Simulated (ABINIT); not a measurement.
# CsAuBr3 (I4/mmm): G0W0 with ABINIT, start to end

Wanted: ground state, empty states, screening and self-energy for CsAuBr3 (I4/mmm).

Method: LDA and many-body steps on it, plane waves, in ABINIT 10.8.3.

### 1. Set-up

Symmetry: I4/mmm, No. 139, tetragonal system. The conventional cell has a = 7.759 Å, b = 7.759 Å, c = 11.308 Å, α = 90.00°, β = 90.00°, γ = 90.00°. Nearest to Cs lie 12 Br at 3.90 to 3.95 Å. Nearest to Au lie 4 Br at 2.44 Å. Au has 6 Br at 2.40 to 3.05 Å nearest. Br has 2 Au at 2.44 to 3.05 Å and 4 Cs at 3.95 Å nearest. Br has 2 Au at 2.40 to 3.25 Å and 4 Cs at 3.90 Å nearest. Farther neighbours and most contacts between anions are not listed.

The cell and positions come from the Crystallography Open Database and are kept as given unless a step says otherwise. Spin-orbit coupling is left out unless a step names it.

### 2. Ground state

This step: ABINIT 10.8.3; DFT, LDA, plane waves, norm-conserving pseudopotentials.

The ground-state density comes first.

Input file run.abi:

```
acell 3*1.0 Angstrom
rprim 
  -3.879600000000 3.879600000000 5.653950000000
  3.879600000000 -3.879600000000 5.653950000000
  3.879600000000 3.879600000000 -5.653950000000
ntypat 3
znucl 55 79 35
natom 10
typat 1 1 2 2 3 3 3 3 3 3
xred 
  0.750000000000 0.250000000000 0.500000000000
  0.250000000000 0.750000000000 0.500000000000
  0.000000000000 0.000000000000 0.000000000000
  0.500000000000 0.500000000000 0.000000000000
  0.222000000000 0.222000000000 0.444000000000
  0.222000000000 0.778000000000 0.000000000000
  0.778000000000 0.778000000000 0.556000000000
  0.778000000000 0.222000000000 0.000000000000
  0.712200000000 0.712200000000 0.000000000000
  0.287800000000 0.287800000000 0.000000000000
pp_dirpath "pseudos"
pseudos "Cs.upf, Au.upf, Br.upf"
ecut 28
ngkpt 4 4 4
nshiftk 1
shiftk 0 0 0
kptopt 1
chksymbreak 0
nband 58
occopt 1
tolvrs 1e-08
nstep 60
prtwf 0
optforces 0
optstress 0
indata_prefix "in"
outdata_prefix "out"
tmpdata_prefix "tmp"
```

On the command line:

```console
OMP_NUM_THREADS=1 mpirun -n 4 abinit run.abi > log
```

Numbers of over 12 decimals in the logs are rounded to 6 here.

What it wrote:

```text
.Version 10.8.3 of ABINIT. v10.8.2 released Aug 2026.

 Symmetries : space group I4/m m m (#139); Bravais tI (body-center tetrag.)
================================================================================
 Values of the parameters that define the memory need of the present run
     intxc =       0    ionmov =       0      iscf =       7    lmnmax =       8
     lnmax =       8     mgfft =      72  mpssoang =       4    mqgrid =    3001
     natom =      10  nloc_mem =       1    nspden =       1   nspinor =       1
    nsppol =       1      nsym =      16    n1xccc =    2501    ntypat =       3
    occopt =       1   xclevel =       1
-    mband =          58        mffmem =           1         mkmem =           4
       mpw =       16280          nfft =      373248          nkpt =          13
================================================================================
  Rough estimation (10% accuracy) of disk space for files :
================================================================================

--------------------------------------------------------------------------------
------------- Echo of variables that govern the present computation ------------
--------------------------------------------------------------------------------
 -outvars: echo values of preprocessed input variables --------
            acell      1.8897261259E+00  1.8897261259E+00  1.8897261259E+00 Bohr

      chksymbreak           0
             ecut      2.80000000E+01 Hartree
-          fftalg         312

              ixc       -1012
              kpt      0.00000000E+00  0.00000000E+00  0.00000000E+00
                       2.50000000E-01  0.00000000E+00  0.00000000E+00
                       5.00000000E-01  0.00000000E+00  0.00000000E+00
                       2.50000000E-01  2.50000000E-01  0.00000000E+00
                       5.00000000E-01  2.50000000E-01  0.00000000E+00
                      -2.50000000E-01  2.50000000E-01  0.00000000E+00
                       5.00000000E-01  5.00000000E-01  0.00000000E+00
                       2.50000000E-01  2.50000000E-01  2.50000000E-01
                      -2.50000000E-01  2.50000000E-01  2.50000000E-01
                       5.00000000E-01  5.00000000E-01  2.50000000E-01
                      -2.50000000E-01  5.00000000E-01  2.50000000E-01
[...]
kptrlatt        4    0    0      0    4    0      0    0    4
          kptrlen      5.86510518E+01
P           mkmem           4
            natom          10
            nband          58
            ngfft          72      72      72
             nkpt          13
            nstep          60
             nsym          16
           ntypat           3
              occ      2.000000  2.000000  2.000000  2.000000  2.000000  2.000000
                       2.000000  2.000000  2.000000  2.000000  2.000000  2.000000
                       2.000000  2.000000  2.000000  2.000000  2.000000  2.000000
                       2.000000  2.000000  2.000000  2.000000  2.000000  2.000000
                       2.000000  2.000000  2.000000  2.000000  2.000000  2.000000
                       2.000000  2.000000  2.000000  2.000000  2.000000  2.000000
                       2.000000  2.000000  2.000000  2.000000  2.000000  2.000000
                       2.000000  2.000000  2.000000  2.000000  2.000000  2.000000
                       2.000000  0.000000  0.000000  0.000000  0.000000  0.000000
                       0.000000  0.000000  0.000000  0.000000
        optforces           0
        optstress           0
            prtwf           0
            rprim     -3.8796000000E+00  3.8796000000E+00  5.6539500000E+00
[...]
spgroup         139

           tolvrs      1.00000000E-08

             xred      7.5000000000E-01  2.5000000000E-01  5.0000000000E-01
[...]
znucl       55.00000   79.00000   35.00000

================================================================================

 chkinp: Checking input parameters for consistency.

================================================================================
== DATASET  1 ==================================================================
-   mpi_nproc: 4, omp_nthreads: 1 (-1 if OMP is not activated)

--- !DatasetInfo
iteration_state: {dtset: 1, }
dimensions: {natom: 10, nkpt: 13, mband: 58, nsppol: 1, nspinor: 1, nspden: 1, mpw: 16280, }
cutoff_energies: {ecut:  28.0, pawecutdg:  -1.0, }
electrons: {nelect:   9.80000000E+01, charge:   0.00000000E+00, occopt:   1.00000000E+00, tsmear:   1.00000000E-02, }

 Real(R)+Recip(G) space primitive vectors, cartesian coordinates (Bohr,Bohr^-1):
 R(1)= -7.3313815  7.3313815 10.6844170  G(1)=  0.0000000  0.0682000  0.0467971
 R(2)=  7.3313815 -7.3313815 10.6844170  G(2)=  0.0682000  0.0000000  0.0467971
 R(3)=  7.3313815  7.3313815-10.6844170  G(3)=  0.0682000  0.0682000  0.0000000
 Unit cell volume ucvol=  2.2971135E+03 bohr^3
 Angles (23,13,12)=  1.20998783E+02  1.20998783E+02  8.82785913E+01 degrees

 getcut: wavevector=  0.0000  0.0000  0.0000  ngfft=  72  72  72
         ecut(hartree)=     28.000   => boxcut(ratio)=   2.03066

--- Pseudopotential description ------------------------------------------------
- Cs Generated using ONCVPSP code by D. R. Hamann
- 55.00000   9.00000  201201                  znucl, zion, pspdat
[...]
pspatm : epsatm=   10.24179696
         --- l  ekb(1:nproj) -->
[...]
pspatm: atomic psp has been read  and splines computed

   1.65946116E+04                                ecore*ucvol(ha*bohr**3)
--------------------------------------------------------------------------------

_setup2: Arith. and geom. avg. npw (full set) are   16254.766   16254.755

================================================================================

--- !BeginCycle
iteration_state: {dtset: 1, }
solver: {iscf: 7, nstep: 60, nline: 4, wfoptalg: 0, }
tolerances: {tolvrs: 1.00E-08, }

     iter   Etot(hartree)      deltaE(h)  residm     vres2
 ETOT  1  -434.90014258396    -4.349E+02 9.285E-02 6.724E+03
 ETOT  2  -435.72421161846    -8.241E-01 2.429E-02 7.249E+03
 ETOT  3  -436.91856568475    -1.194E+00 1.403E-02 5.348E+02
 ETOT  4  -436.97944218238    -6.088E-02 3.512E-03 1.120E+02
 ETOT  5  -436.99060103570    -1.116E-02 3.494E-03 2.370E+01
 ETOT  6  -436.99257168180    -1.971E-03 1.046E-03 5.342E+00
 ETOT  7  -436.99303018539    -4.585E-04 5.996E-04 3.819E-01
 ETOT  8  -436.99306303741    -3.285E-05 4.204E-04 1.136E-02
 ETOT  9  -436.99306368776    -6.503E-07 2.998E-04 3.451E-03
 ETOT 10  -436.99306409360    -4.058E-07 2.523E-04 8.811E-06
 ETOT 11  -436.99306409552    -1.920E-09 1.495E-04 4.399E-07
 ETOT 12  -436.99306409563    -1.094E-10 1.103E-04 7.373E-08
 ETOT 13  -436.99306409570    -7.151E-11 6.039E-05 7.601E-09

 At SCF step   13       vres2   =  7.60E-09 < tolvrs=  1.00E-08 =>converged.

--- !ResultsGS
iteration_state: {dtset: 1, }
comment   : Summary of ground state results
lattice_vectors:
- [ -7.3313815,   7.3313815,  10.6844170, ]
- [  7.3313815,  -7.3313815,  10.6844170, ]
- [  7.3313815,   7.3313815, -10.6844170, ]
lattice_lengths: [  14.88809,   14.88809,   14.88809, ]
lattice_angles: [120.999, 120.999,  88.279, ] # degrees, (23, 13, 12)
lattice_volume:   2.2971135E+03
convergence: {deltae: -7.151E-11, res2:  7.601E-09, residm:  6.039E-05, diffor:  0.000E+00, }
etotal    :  -4.36993064E+02
entropy   :   0.00000000E+00
fermie    :   7.11958228E-02
cartesian_stress_tensor: null
pressure_GPa: null
xred      :
- [  7.5000E-01,   2.5000E-01,   5.0000E-01, Cs]
- [  2.5000E-01,   7.5000E-01,   5.0000E-01, Cs]
- [  0.0000E+00,   0.0000E+00,   0.0000E+00, Au]
- [  5.0000E-01,   5.0000E-01,  -3.5787E-18, Au]
- [  2.2200E-01,   2.2200E-01,   4.4400E-01, Br]
- [  2.2200E-01,   7.7800E-01,   1.6069E-18, Br]
- [  7.7800E-01,   7.7800E-01,   5.5600E-01, Br]
- [  7.7800E-01,   2.2200E-01,  -1.3827E-17, Br]
- [  7.1220E-01,   7.1220E-01,  -5.0974E-18, Br]
- [  2.8780E-01,   2.8780E-01,  -2.0599E-18, Br]
cartesian_forces: null
force_length_stats: {min: null, max: null, mean: null, }

 Integrated electronic density in atomic spheres:
 ------------------------------------------------
 Atom  Sphere_radius  Integrated_density
[...]
================================================================================

 ----iterations are completed or convergence reached----

 Mean square residual over all n,k,spin=   21.019E-08; max=  60.391E-06
 reduced coordinates (array xred) for   10 atoms
[...]
0.222000000000      0.778000000000      0.000000000000
       0.778000000000      0.778000000000      0.556000000000
       0.778000000000      0.222000000000     -0.000000000000
       0.712200000000      0.712200000000     -0.000000000000
       0.287800000000      0.287800000000     -0.000000000000
 rms dE/dt=  0.0000E+00; max dE/dt=  0.0000E+00; dE/dt below (all hartree)
    1       0.000000000000      0.000000000000      0.000000000000
    2       0.000000000000      0.000000000000      0.000000000000
    3       0.000000000000      0.000000000000      0.000000000000
    4       0.000000000000      0.000000000000      0.000000000000
    5       0.000000000000      0.000000000000      0.000000000000
    6       0.000000000000      0.000000000000      0.000000000000
    7       0.000000000000      0.000000000000      0.000000000000
    8       0.000000000000      0.000000000000      0.000000000000
    9       0.000000000000      0.000000000000      0.000000000000
[...]
cartesian coordinates (angstrom) at end:
[...]
6      2.157058    -2.157058     5.653950
    7      2.157058     2.157058     5.653950
    8     -2.157058     2.157058     5.653950
    9      0.000000    -0.000000     8.053486
   10     -0.000000     0.000000     3.254414
 length scales=  1.889726125908  1.889726125908  1.889726125908 bohr
              =  1.000000000000  1.000000000000  1.000000000000 angstroms
 prteigrs : about to open file out_EIG
 Fermi (or HOMO) energy (hartree) =   0.07120   Average Vxc (hartree)=  -0.32866
 Eigenvalues (hartree) for nkpt=  13  k points:
 kpt#   1, nband= 58, wtk=  0.01563, kpt=  0.0000  0.0000  0.0000 (reduced coord)
  -3.80839   -3.75870   -2.02376   -2.02376   -2.00258   -1.97715   -1.96320   -1.96320
  -0.66982   -0.66951   -0.46476   -0.44332   -0.44332   -0.44302   -0.44237   -0.43565
  -0.18753   -0.18753   -0.18729   -0.18410   -0.18363   -0.18363   -0.14520   -0.13604
  -0.11414   -0.10340   -0.07605   -0.07605   -0.05166   -0.05166   -0.04896   -0.04896
  -0.04152   -0.03354   -0.01498   -0.01254    0.01888    0.01888    0.02117    0.02283
   0.02750    0.03239    0.03239    0.03482    0.03482    0.04535    0.05294    0.05767
   0.05767    0.13678    0.17775    0.22772    0.24844    0.24961    0.25259    0.25485
   0.25485    0.27696
 prteigrs : prtvol=0 or 1, do not print more k-points.

--- !EnergyTerms
iteration_state     : {dtset: 1, }
comment             : Components of total free energy in Hartree
kinetic             :  1.21511042838839E+02
hartree             :  1.42546753799216E+02
xc                  : -9.49775607630032E+01
Ewald energy        : -2.24896401501764E+02
psp_core            :  7.22411471860970E+00
local_psp           : -4.13493612936601E+02
non_local_psp       :  2.50925997489987E+01
total_energy        : -4.36993064095703E+02
total_energy_eV     : -1.18911870539229E+04
band_energy         : -5.03734206676835E+01

== END DATASET(S) ==============================================================
================================================================================

 -outvars: echo values of variables after computation  --------
           etotal     -4.3699306410E+02
            nband          58
             nkpt          13
          spgroup         139
 [... the other variables as echoed above ...]

 Calculation completed.
```

The job ended after 4.6 min (4 MPI ranks of Arm Neoverse V2, shared host; peak memory 0.78 GiB; 18 min of CPU time).

Numbers from this step:

* total energy: -11891.1871 eV
* gap: 0.8942 eV
* k of the valence top: -0.25, 0.25, 0.25
* k of the conduction bottom: -0.25, 0.25, 0.25
* least direct gap: 0.8942 eV

The gap is direct, at (-0.250, 0.250, 0.250).

(Part 1 of 3 ends here.)

[Paths, hosts, dates, memory and timing lines, banners, echoed tables and standing remarks are left out of the program output.]

[Logs are printed without paths, hosts, clocks, repeated set-up lines and the standing remarks that a program may print on its own settings, such as how far it seeks lower states.]

[Runs of the session that timed out or met a known fault of the program may be left out.]

[Hosts, paths, dates, database ids (printed as entryN), source tags and the programs' standing remarks are cut or masked in the printed files.]

[G0W0 gaps are taken among the corrected bands and points alone; a level outside them can change the order at an edge.]

[Where Ansatz stands beside ABINIT at settings called matched, ABINIT's density can come from a denser mesh and the files from another edition; pairs whose starting gaps differed by over 0.03 eV were left out, so agreement reads better than it is.]
